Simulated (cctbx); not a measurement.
**A crystallographic session in cctbx: TiCoSn3Pd**

Library: cctbx 2025.11. The data are simulated by the first script.

## 1. Simulate the data

run.py:

```python
from cctbx import adptbx, crystal, miller, sgtbx, xray
from cctbx.array_family import flex
from iotbx.shelx import hklf
from scitbx import matrix
import scitbx.random

cs = crystal.symmetry(unit_cell=(13.113, 6.043, 5.844, 90, 90, 90), space_group_symbol='Hall: -P 2c 2b')  # Pbcm
atoms = [  # label, site, U (iso, or U11 U22 U33 U12 U13 U23 in A^2), occupancy
    ("Sn1", (0.0036, 0.75, 0), 0.0029, 1),
    ("Sn2", (0.438, 0.1159, 0.75), 0.0034, 1),
    ("Sn3", (0.6907, 0.9808, 0.75), 0.0028, 1),
    ("Pd1", (0.8843, 0.9878, 0.75), 0.0036, 1),
    ("Co1", (0.4096, 0.75, 0), 0.0040, 1),
    ("Ti1", (0.8013, 0.4866, 0.75), 0.0046, 1),
]
xs = xray.structure(crystal_symmetry=cs)
for label, site, u, occ in atoms:
    u = adptbx.u_cif_as_u_star(cs.unit_cell(), u) if isinstance(u, tuple) else u
    xs.add_scatterer(xray.scatterer(label, site=site, u=u, occupancy=occ))
xs.set_inelastic_form_factors(0.71073, "sasaki")
xs.show_summary()
p1 = xs.expand_to_p1()
ms = miller.build_set(p1, anomalous_flag=True, d_min=0.84)
flex.set_random_seed(364389)
scitbx.random.set_random_seed(364389)
ms = ms.select(flex.random_double(ms.size()) < 0.7)
i = ms.structure_factors_from_scatterers(p1, algorithm="direct").f_calc().as_intensity_array().data()
i = i * 40000 / flex.max(i)
sig = flex.sqrt(i + flex.pow2(0.04 * i) + 15 ** 2)
noise = scitbx.random.variate(scitbx.random.normal_distribution())(i.size())
data = ms.array(data=i + sig * noise, sigmas=sig).set_observation_type_xray_intensity()
with open("data.hkl", "w") as f:
    data.export_as_shelx_hklf(f)
print("reflections written:", data.size(), " <I/sigma> = %.1f" % flex.mean(data.data() / data.sigmas()))
for h, a, b in list(data.sort("data"))[:12]:
    print("%4d%4d%4d %9.1f %7.1f" % (h + (a, b)))
```

```console
$ python run.py
```

```text
Number of scatterers: 6
At special positions: 6
Unit cell: (13.113, 6.043, 5.844, 90, 90, 90)
Space group: P b c m (No. 57)
reflections written: 2289  <I/sigma> = 12.0
   0  -2  -2   38102.9  1518.6
   0   0  -4   37780.9  1612.5
   0  -2   2   37082.0  1518.6
   0   2   2   36242.1  1518.6
   5  -2   0   20213.7   738.6
  -5   2   0   18184.8   738.6
   7   0   0   17992.5   709.2
   5   2   0   17722.3   738.6
  -4  -1  -1   16300.9   632.1
  -4   1  -1   15962.7   632.1
   4   1   1   15928.0   632.1
  -7   0   0   15591.6   709.2
```

It took 0.43 s on 1 thread of Arm Neoverse N1, with other jobs on the host, peak memory 0.07 GiB.

## 2. Symmetry

run.py:

```python
from cctbx import crystal, sgtbx, statistics
from cctbx.array_family import flex
from iotbx.shelx import hklf

p1 = crystal.symmetry(unit_cell=(13.113, 6.043, 5.844, 90, 90, 90), space_group_symbol="P 1")
raw = hklf.reader(file_name="data.hkl").as_miller_arrays(crystal_symmetry=p1, anomalous=True)[0]
print(raw.size(), "reflections to d = %.3f A" % raw.d_min())
isig = raw.data() / raw.sigmas()
print("centring   violations  <I/sigma> of those")
best = "P"
for c in "ABCIRF":
    a = raw.customized_copy(space_group_info=sgtbx.space_group_info("Hall: %s 1" % c)).sys_absent_flags().data()
    m = flex.mean(isig.select(a))
    print("%5s %10d of %5d %8.1f" % (c, (isig.select(a) > 4).count(True), a.count(True), m))
    if (isig.select(a) > 4).count(True) < 0.01 * a.count(True):
        best = c
raw = raw.select(~raw.customized_copy(space_group_info=sgtbx.space_group_info("Hall: %s 1" % best)).sys_absent_flags().data())
isig = raw.data() / raw.sigmas()
rows = []
for s in sgtbx.space_group_symbol_iterator():
    g = sgtbx.space_group(s)
    if g.conventional_centring_type_symbol() != best or not g.is_compatible_unit_cell(p1.unit_cell(), 1e-3, 0.02):
        continue
    rows.append((s, g))
print("Laue class    unique    Rint  (classes that these axes allow; Friedel mates merged)")
rint = {}
for s, g in rows:
    laue = g.build_derived_patterson_group()
    key = laue.type().hall_symbol()
    if key not in rint:
        m = raw.customized_copy(space_group_info=laue.info(), anomalous_flag=False).merge_equivalents()
        rint[key] = m.r_int()
        print("%-14s %6d %7.3f" % (laue.type().lookup_symbol(), m.array().size(), m.r_int()))
floor = min(rint.values())
good = [(s, g) for s, g in rows if rint[g.build_derived_patterson_group().type().hall_symbol()] < 2 * floor + 0.03]
top = max(g.build_derived_patterson_group().order_z() for s, g in good)
print("space group    extra absences  I>4sigma  <I/sigma>")
for s, g in good:
    laue = g.build_derived_patterson_group()
    if laue.order_z() != top:
        continue
    a = raw.customized_copy(space_group_info=g.info()).sys_absent_flags().data()
    a &= ~raw.customized_copy(space_group_info=laue.info()).sys_absent_flags().data()
    bad = (isig.select(a) > 4).count(True)
    if bad <= 0.03 * a.count(True):
        print("%-16s %8d %10d %9s  %s" % (s.universal_hermann_mauguin(), a.count(True), bad, "%.1f" % flex.mean(isig.select(a)) if a.count(True) else "-", "centric" if g.is_centric() else "acentric"))
laue = max(good, key=lambda t: t[1].build_derived_patterson_group().order_z())[1].build_derived_patterson_group()
f = raw.customized_copy(space_group_info=laue.info(), anomalous_flag=False).merge_equivalents().array().eliminate_sys_absent().f_sq_as_f()
f.set_observation_type_xray_amplitude()
bins = max(3, min(8, f.size() // 12))
f.setup_binner(n_bins=bins)
w = statistics.wilson_plot(f, {e: n / laue.order_z() for e, n in {'Sn': 12.0, 'Pd': 4.0, 'Co': 4.0, 'Ti': 4.0}.items()}, e_statistics=True)
print("Wilson B = %.2f A^2   <|E^2-1|> = %.3f (0.968 centric, 0.736 acentric)   E^2>4: %.1f %%" % (w.wilson_b, w.mean_e_sq_minus_1, w.percent_e_sq_gt_2))
print("shell (A)         n   <I/sigma>")
m = raw.customized_copy(space_group_info=laue.info(), anomalous_flag=False).merge_equivalents().array().eliminate_sys_absent()
for b in m.setup_binner(n_bins=bins).range_used():
    sel = m.binner().selection(b)
    print("%5.2f - %4.2f %6d %8.1f" % (min(m.binner().bin_d_range(b)[0] if m.binner().bin_d_range(b)[0] > 0 else 99, 99), m.binner().bin_d_range(b)[1], sel.count(True), flex.mean((m.data() / m.sigmas()).select(sel))))
```

```console
$ python run.py
```

```text
2289 reflections to d = 0.840 A
centring   violations  <I/sigma> of those
    A        780 of  1161     10.2
    B        818 of  1165     12.1
    C        852 of  1168     12.2
    I        805 of  1132     12.3
    R       1088 of  1535     12.2
    F       1225 of  1747     11.5
Laue class    unique    Rint  (classes that these axes allow; Friedel mates merged)
P -1             1482   0.028
P 1 2/m 1         876   0.031
P 1 1 2/m         879   0.032
P 2/m 1 1         840   0.032
P m m m           511   0.034
space group    extra absences  I>4sigma  <I/sigma>
P 2 2 2                 0          0         -  acentric
P 2 2 21                5          0      -0.2  acentric
P 2 21 2                4          0       0.0  acentric
P 2 21 21               9          0      -0.1  acentric
P m m 2                 0          0         -  acentric
P 2 m m                 0          0         -  acentric
P m 2 m                 0          0         -  acentric
P m c 21              115          0      -0.1  acentric
P b 21 m               56          0       0.0  acentric
P b m 2                56          0       0.0  acentric
P 2 c m               115          0      -0.1  acentric
P b c 21              171          0      -0.0  acentric
P m m m                 0          0         -  centric
P b m m                56          0       0.0  centric
P m c m               115          0      -0.1  centric
P b c m               171          0      -0.0  centric
Wilson B = 0.90 A^2   <|E^2-1|> = 0.965 (0.968 centric, 0.736 acentric)   E^2>4: 4.3 %
shell (A)         n   <I/sigma>
13.11 - 1.68     78     24.9
 1.68 - 1.33     70     19.5
 1.33 - 1.16     63     26.1
 1.16 - 1.06     62     24.1
 1.06 - 0.98     60     23.1
 0.98 - 0.92     65     23.0
 0.92 - 0.88     58     20.7
 0.88 - 0.84     55     18.4
```

Time: 0.57 s.

## 3. Patterson map

run.py:

```python
from cctbx import crystal, maptbx
from iotbx.shelx import hklf

cs = crystal.symmetry(unit_cell=(13.113, 6.043, 5.844, 90, 90, 90), space_group_symbol='Hall: -P 2c 2b')  # Pbcm
raw = hklf.reader(file_name="data.hkl").as_miller_arrays(crystal_symmetry=cs, anomalous=True)[0]
merged = raw.eliminate_sys_absent().merge_equivalents()
fo2 = merged.array().set_observation_type_xray_intensity()
f = fo2.average_bijvoet_mates().f_sq_as_f()
pm = f.patterson_map(symmetry_flags=maptbx.use_space_group_symmetry, sharpening=False, resolution_factor=0.25)
peaks = pm.peak_search(parameters=maptbx.peak_search_parameters(min_distance_sym_equiv=0.4, max_clusters=14)).all()
top = peaks.heights()[0]
print("Patterson group", f.patterson_symmetry().space_group_info())
print("      u       v       w   height  length (A)")
for x, h in zip(peaks.sites(), peaks.heights()):
    y = [t - round(t) for t in x]
    print("%7.3f %7.3f %7.3f %8.1f %8.2f" % (x + (1000 * h / top, cs.unit_cell().length(y))))
```

```console
$ python run.py
```

```text
Patterson group P m m m
      u       v       w   height  length (A)
  0.000   0.000   0.000   1000.0     0.00
  0.000   0.500   0.500    596.2     4.20
  0.415   0.500   0.000    361.3     6.23
  0.412   0.000   0.500    309.6     6.15
  0.000   0.000   0.500    283.0     2.92
  0.302   0.251   0.249    281.7     4.49
  0.115   0.255   0.250    241.7     2.61
  0.000   0.500   0.000    215.4     3.02
  0.108   0.500   0.000    210.7     3.34
  0.188   0.000   0.000    189.3     2.47
  0.187   0.500   0.500    183.4     4.86
  0.500   0.000   0.000    162.3     6.56
  0.242   0.407   0.500    130.5     4.97
  0.098   0.000   0.500    128.8     3.19
```

Time: 0.41 s.

## 4. Charge flipping

run.py:

```python
import itertools
from cctbx import crystal, maptbx
from cctbx.array_family import flex
from iotbx.shelx import hklf
from smtbx.ab_initio import charge_flipping as cf

cs = crystal.symmetry(unit_cell=(13.113, 6.043, 5.844, 90, 90, 90), space_group_symbol='Hall: -P 2c 2b')  # Pbcm
raw = hklf.reader(file_name="data.hkl").as_miller_arrays(crystal_symmetry=cs, anomalous=True)[0]
merged = raw.eliminate_sys_absent().merge_equivalents()
fo2 = merged.array().set_observation_type_xray_intensity()
f = fo2.average_bijvoet_mates().f_sq_as_f().resolution_filter(d_min=0.9)
p1 = f.expand_to_p1()
p1.setup_binner_counting_sorted(reflections_per_bin=max(40, p1.size() // 12))
work = p1.array(data=p1.data() / p1.amplitude_quasi_normalisations().data())
flex.set_random_seed(35881)
it = cf.weak_reflection_improved_iterator(delta=None, weak_reflection_fraction=0.1)
it.start(work, phases=flex.random_double(p1.size()) * 6.2832, f_000=0)
it.delta = 1.1 * it.rho_map.sigma()
print("cycle      R  skewness")
for n, st in enumerate(itertools.islice(it, 150)):
    if n % 12 == 0:
        print("%5d %6.3f %8.2f" % (n, st.r1_factor(), st.rho_map.skewness()))
rho = p1.phase_transfer(it.f_calc).fft_map().apply_volume_scaling()
polish = cf.low_density_elimination_iterator(constant_rho_c=rho.sigma())
polish.start(f_obs=p1, phases=it.f_calc, f_000=0)
for _ in range(8):
    next(polish)
print("origin shift          correlation  skewness")
maps = []
for fc, shift, cc in itertools.islice(cf.f_calc_symmetrisations(f, polish.f_calc, 0), 4):
    m = f.phase_transfer(fc).fft_map(symmetry_flags=maptbx.use_space_group_symmetry, resolution_factor=0.25).apply_sigma_scaling()
    maps.append((m.skewness(), cc, m))
    print("%6.3f %6.3f %6.3f %10.3f %9.2f" % (tuple(shift) + (cc, m.skewness())))
skew, cc, m = max((t for t in maps if t[1] > maps[0][1] - 0.04), key=lambda t: t[0])
print("taken: symmetry correlation %.3f, skewness %.2f" % (cc, skew))
peaks = m.peak_search(parameters=maptbx.peak_search_parameters(min_distance_sym_equiv=0.9, max_clusters=11)).all()
sps = cs.special_position_settings(min_distance_sym_equiv=0.5)
print("peak      x       y       z  mult  height/sigma")
for k, (x, h) in enumerate(zip(peaks.sites(), peaks.heights())):
    ss = sps.site_symmetry(x)
    print("Q%-3d %7.4f %7.4f %7.4f %4d %8.1f" % ((k + 1,) + tuple(t % 1 for t in ss.exact_site()) + (ss.multiplicity(), h)))
```

```console
$ python run.py
```

```text
cycle      R  skewness
    0  0.620     0.32
   12  0.540     2.05
   24  0.515     2.42
   36  0.496     2.61
   48  0.488     2.46
   60  0.477     2.51
   72  0.485     2.39
   84  0.492     2.41
   96  0.477     2.34
  108  0.484     2.34
  120  0.487     2.36
  132  0.471     2.32
  144  0.482     2.45
origin shift          correlation  skewness
 0.015  0.319  0.336      0.858      1.37
 0.210  0.060  0.336      0.850      2.17
 0.208  0.317  0.087      0.843      2.09
 0.424  0.319  0.334      0.834      1.52
taken: symmetry correlation 0.850, skewness 2.17
peak      x       y       z  mult  height/sigma
Q1    0.4437  0.9997  0.2500    4     10.3
Q2    0.0200  0.0061  0.7500    4      8.0
Q3    0.1502  0.5326  0.7500    4      5.8
Q4    0.1345  0.2500  0.0000    4      5.7
Q5    0.3183  0.2500  0.0000    4      5.0
Q6    0.2188  0.5503  0.7500    4      4.2
Q7    0.1974  0.9938  0.7500    4      3.9
Q8    0.3323  0.7500  0.0000    4      3.3
Q9    0.1452  0.7500  0.0000    4      3.2
Q10   0.0160  0.1995  0.7500    4      2.6
Q11   0.1186  0.1277  0.7500    4      2.5
```

Time: 0.55 s.

## 5. Refinement (model from the peaks)

run.py:

```python
import math
from cctbx import adptbx, crystal, maptbx, sgtbx, xray
from cctbx.array_family import flex
from cctbx.xray import observations
from iotbx.shelx import hklf
from scitbx.lstbx import normal_eqns_solving
from smtbx import absolute_structure, utils
from smtbx.refinement import constraints, least_squares

cs = crystal.symmetry(unit_cell=(13.113, 6.043, 5.844, 90, 90, 90), space_group_symbol='Hall: -P 2c 2b')  # Pbcm
atoms = [  # label, site, U (iso, or U11 U22 U33 U12 U13 U23 in A^2), occupancy
    ("Sn1", (0.4437, 0.9997, 0.25), 0.0200, 1),
    ("Sn2", (0.02, 0.0061, 0.75), 0.0200, 1),
    ("Sn3", (0.1502, 0.5326, 0.75), 0.0200, 1),
    ("Pd1", (0.1345, 0.25, 0), 0.0200, 1),
    ("Co1", (0.3183, 0.25, 0), 0.0200, 1),
    ("Ti1", (0.1974, 0.9938, 0.75), 0.0200, 1),
]
xs = xray.structure(crystal_symmetry=cs)
for label, site, u, occ in atoms:
    u = adptbx.u_cif_as_u_star(cs.unit_cell(), u) if isinstance(u, tuple) else u
    xs.add_scatterer(xray.scatterer(label, site=site, u=u, occupancy=occ))
xs.set_inelastic_form_factors(0.71073, "sasaki")
raw = hklf.reader(file_name="data.hkl").as_miller_arrays(crystal_symmetry=cs, anomalous=True)[0]
merged = raw.eliminate_sys_absent().merge_equivalents()
fo2 = merged.array().set_observation_type_xray_intensity()
print("Rint %.3f, %d unique reflections to %.2f A" % (merged.r_int(), fo2.size(), fo2.d_min()))
for sc in xs.scatterers():
    sc.flags.set_grad_site(True)
    sc.flags.set_grad_u_aniso(sc.flags.use_u_aniso())
    sc.flags.set_grad_u_iso(sc.flags.use_u_iso())
obs = fo2.as_xray_observations()
extra = {}
rep = constraints.reparametrisation(xs, [], utils.connectivity_table(xs), **extra)
ls = least_squares.crystallographic_ls(obs, rep, weighting_scheme=least_squares.mainstream_shelx_weighting(a=0, b=0))
print("cycle     R1     wR2    GooF  max shift (A)")
for cycle in range(6):
    ls.build_up()
    r1, wr2, goof = ls.r1_factor(cutoff_factor=2)[0], ls.wR2(), ls.goof()
    old = xs.sites_cart()
    normal_eqns_solving.levenberg_marquardt_iterations(ls, n_max_iterations=3, tau=0.0001, step_threshold=1e-7)
    big = flex.max((xs.sites_cart() - old).norms())
    print("%4d %7.4f %7.4f %7.3f %9.5f" % (cycle + 1, r1, wr2, goof, big))
    ls.build_up(objective_only=True)
    if abs(ls.wR2() - wr2) < 5e-5 and big < 5e-4:
        break
ls.build_up()
print("final R1 %.4f wR2 %.4f GooF %.3f  parameters %d  data/parameter %.1f" % (ls.r1_factor(cutoff_factor=2)[0], ls.wR2(), ls.goof(), ls.n_parameters, fo2.size() / ls.n_parameters))
cov = ls.covariance_matrix_and_annotations()
su = dict(zip(cov.annotations, (math.sqrt(max(v, 0)) for v in cov.matrix.matrix_packed_u_diagonal())))
a2 = cs.unit_cell().reciprocal_parameters()[0] ** -2
print("atom        x        y        z      Ueq    occ   su(xyz)  su(Uiso or U11)")
for sc in xs.scatterers():
    s = max(su.get(sc.label + k, 0) for k in (".x", ".y", ".z"))
    npd = "" if sc.is_positive_definite_u(cs.unit_cell()) else "  NPD"
    print("%-5s %8.5f %8.5f %8.5f %8.4f %6.3f %8.5f %7.4f%s" % ((sc.label,) + sc.site + (sc.u_iso_or_equiv(cs.unit_cell()), sc.occupancy, s, su.get(sc.label + ".uiso", su.get(sc.label + ".u11", 0) * a2), npd)))
fo = fo2.f_sq_as_f()
fc = fo.structure_factors_from_scatterers(xs, algorithm="direct").f_calc()
diff = fo.f_obs_minus_f_calc(1 / math.sqrt(ls.scale_factor()), fc).average_bijvoet_mates()
m = diff.fft_map(symmetry_flags=maptbx.use_space_group_symmetry, resolution_factor=0.25).apply_volume_scaling()
print("difference map: max %.2f min %.2f rms %.2f" % (m.statistics().max(), m.statistics().min(), m.statistics().sigma()))
peaks = m.peak_search(parameters=maptbx.peak_search_parameters(min_distance_sym_equiv=0.6, max_clusters=5)).all()
near = xs.closest_distances(peaks.sites(), distance_cutoff=4)
sps = cs.special_position_settings(min_distance_sym_equiv=0.5)
for k, (x, h) in enumerate(zip(peaks.sites(), peaks.heights())):
    ss = sps.site_symmetry(x)
    print("Q%-3d %7.4f %7.4f %7.4f %4d %7.2f  %.2f A from %s" % ((k + 1,) + tuple(t % 1 for t in ss.exact_site()) + (ss.multiplicity(), h, near.smallest_distances[k], xs.scatterers()[near.i_seqs[k]].label)))
```

```console
$ python run.py
```

```text
Rint 0.034, 448 unique reflections to 0.84 A
cycle     R1     wR2    GooF  max shift (A)
   1  0.7138  0.9367  29.781   0.38070
   2  0.6413  0.8880  28.232   0.10830
   3  0.6270  0.8757  27.841   0.84812
   4  0.6174  0.8654  27.514   0.85357
   5  0.6104  0.8595  27.326   0.01131
   6  0.6102  0.8594  27.321   0.00218
final R1 0.6102 wR2 0.8594 GooF 27.322  parameters 16  data/parameter 28.0
atom        x        y        z      Ueq    occ   su(xyz)  su(Uiso or U11)
Sn1    0.44845  0.98270  0.25000   0.0058  1.000  0.00413  0.0071
Sn2    0.03264  0.00443  0.75000   0.0224  1.000  0.00538  0.0089
Sn3    0.16750  0.56330  0.75000   0.0341  1.000  0.00615  0.0101
Pd1    0.14497  0.25000  0.00000   0.0001  1.000  0.00202  0.0065
Co1    0.45480  0.25000  0.00000   0.3201  1.000  0.03319  0.2587
Ti1    0.22736  0.98616  0.75000   0.0001  1.000  0.01000  0.0132
difference map: max 141.47 min -85.42 rms 17.07
Q1    0.0296  0.0042  0.7500    4  148.14  0.04 A from Sn2
Q2    0.1378  0.2500  0.0000    4  136.11  0.09 A from Pd1
Q3    0.4489  0.5067  0.7500    4  128.22  0.06 A from Sn1
Q4    0.2106  0.9963  0.7500    4  101.90  0.23 A from Ti1
Q5    0.1557  0.7500  0.0000    4   81.86  1.85 A from Sn3
```

Time: 0.73 s.

Figures of merit this high mean that the model is still wrong or incomplete.

## 6. Charge flipping

run.py, as its changes from the last script of this kind:

```diff
@@ -13,3 +13,2 @@
-p1.setup_binner_counting_sorted(reflections_per_bin=max(40, p1.size() // 12))
-work = p1.array(data=p1.data() / p1.amplitude_quasi_normalisations().data())
-flex.set_random_seed(35881)
+work = p1
+flex.set_random_seed(35882)
@@ -20,2 +19,2 @@
-for n, st in enumerate(itertools.islice(it, 150)):
-    if n % 12 == 0:
+for n, st in enumerate(itertools.islice(it, 300)):
+    if n % 25 == 0:
```

```console
$ python run.py
```

```text
cycle      R  skewness
    0  0.631     0.22
   25  0.455     3.08
   50  0.312     3.10
   75  0.305     3.05
  100  0.306     3.06
  125  0.302     2.99
  150  0.296     2.98
  175  0.289     2.94
  200  0.290     2.95
  225  0.289     2.95
  250  0.287     2.89
  275  0.296     3.01
origin shift          correlation  skewness
 0.085  0.382  0.198      0.900      1.56
 0.085  0.137  0.193      0.894      2.23
 0.083  0.390  0.445      0.884      2.22
 0.369  0.384  0.196      0.882      1.77
taken: symmetry correlation 0.894, skewness 2.23
peak      x       y       z  mult  height/sigma
Q1    0.1984  0.7500  0.0000    4      9.7
Q2    0.4867  0.0043  0.2500    4      7.5
Q3    0.2904  0.9967  0.2500    4      7.1
Q4    0.0650  0.0066  0.7500    4      6.8
Q5    0.2037  0.2500  0.0000    4      6.4
Q6    0.1024  0.0082  0.2500    4      5.7
Q7    0.2758  0.1333  0.7500    4      4.9
Q8    0.0824  0.7500  0.0000    4      4.0
Q9    0.3859  0.6047  0.7500    4      3.5
Q10   0.3871  0.7500  0.0000    4      3.1
Q11   0.0636  0.7113  0.2500    4      2.9
```

It took 0.61 s on 1 thread of Arm Neoverse N1, on a shared host, peak memory 0.07 GiB.

[Logs are printed without paths, hosts, clocks, repeated set-up lines and the standing remarks that a program may print on its own settings, such as how far it seeks lower states.]
